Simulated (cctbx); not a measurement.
**Diagnosing a refinement**

Cell a = 7.2320 Å, b = 7.2320 Å, c = 3.7130 Å, α = 90.00°, β = 90.00°, γ = 120.00°; space group P-62m (no. 189). The compound is Sc6FeMo2.

The data are simulated with cctbx, not measured: Mo Kα, λ = 0.71073 Å, to d = 0.8 Å, 95 % of the full sphere, strongest reflection 20000 counts, noise from counting, a 2 % proportional error and a noise floor of 15 counts (s.d.); no absorption, and some extinction, which the refinements don't model.

An anisotropic refinement with weights 1/σ² prints:

```text
Rint 0.029, 153 unique reflections to 0.80 A
cycle     R1     wR2    GooF  max shift (A)
   1  0.0344  0.0832   5.473   0.00167
   2  0.0124  0.0275   1.809   0.00000
final R1 0.0124 wR2 0.0275 GooF 1.809  parameters 12  data/parameter 12.8
atom        x        y        z      Ueq    occ   su(xyz)  su(Uiso or U11)
Mo1    0.66667  0.33333  0.50000   0.0128  1.000  0.00000  0.0002
Fe1    0.00000  0.00000  0.00000   0.0084  1.000  0.00000  0.0004
Sc1    0.00000  0.61117  0.00000   0.0110  1.000  0.00021  0.0006
Sc2    0.00000  0.23343  0.50000   0.0117  1.000  0.00016  0.0007
difference map: max 0.55 min -0.84 rms 0.12
Q1    0.0000  0.5025  0.0000    3    0.55  0.79 A from Sc1
Q2    0.0000  0.1425  0.3601    6    0.44  0.84 A from Sc2
Q3    0.0000  0.9492  0.0000    3    0.41  0.37 A from Fe1
Q4    0.0000  0.0000  0.1345    2    0.34  0.50 A from Fe1
Q5    0.0000  0.3478  0.1033    6    0.30  1.69 A from Sc2
Q6    0.1079  0.8705  0.5000    6    0.30  0.92 A from Sc2
```

**Question.** Can this result stand? If not, what is the likely fault?

Mend it. The fault: anomalous dispersion left out. Against the right model at the same level, R1 goes from 0.0075 to 0.0124 and GooF from 1.00 to 1.81, U of Fe1 shrinks from 0.0113 to 0.0084 Å², U of Mo1 swells from 0.0098 to 0.0128 Å² and a hole of -0.8 e/Å³ opens. No atom is wrong: without f′ and f″ the atoms near an edge get the wrong scattering power, which U and the scale absorb. The signs are weak, and the output alone doesn't single this fault out.

The compound is Sc6FeMo2. The right model at the same level gives:

```text
Rint 0.029, 153 unique reflections to 0.80 A
cycle     R1     wR2    GooF  max shift (A)
   1  0.0178  0.0415   2.728   0.00239
   2  0.0075  0.0152   0.997   0.00000
final R1 0.0075 wR2 0.0152 GooF 0.997  parameters 12  data/parameter 12.8
atom        x        y        z      Ueq    occ   su(xyz)  su(Uiso or U11)
Mo1    0.66667  0.33333  0.50000   0.0098  1.000  0.00000  0.0001
Fe1    0.00000  0.00000  0.00000   0.0113  1.000  0.00000  0.0002
Sc1    0.00000  0.61140  0.00000   0.0136  1.000  0.00011  0.0003
Sc2    0.00000  0.23346  0.50000   0.0147  1.000  0.00009  0.0004
Flack x: -0.04(7)
Hooft y: 0.002(63)  Bijvoet pairs: 60
difference map: max 0.38 min -0.30 rms 0.07
Q1    0.0000  0.5490  0.5000    3    0.38  1.91 A from Sc1
Q2    0.0750  0.5000  0.5000    6    0.22  1.64 A from Mo1
Q3    0.0000  0.1499  0.2168    6    0.22  1.21 A from Sc2
Q4    0.2094  0.7035  0.3468   12    0.16  1.20 A from Mo1
Q5    0.0000  0.9305  0.3402    6    0.16  1.36 A from Fe1
Q6    0.0815  0.8479  0.2970   12    0.15  1.33 A from Sc2
```

The model is made up (kin elements in a known structure type, no relaxation), so it says nothing on whether the phase exists.

[Middle refinement cycles are left out of these outputs.]

[Logs are printed without paths, hosts, clocks, repeated set-up lines and the standing remarks that a program may print on its own settings, such as how far it seeks lower states.]
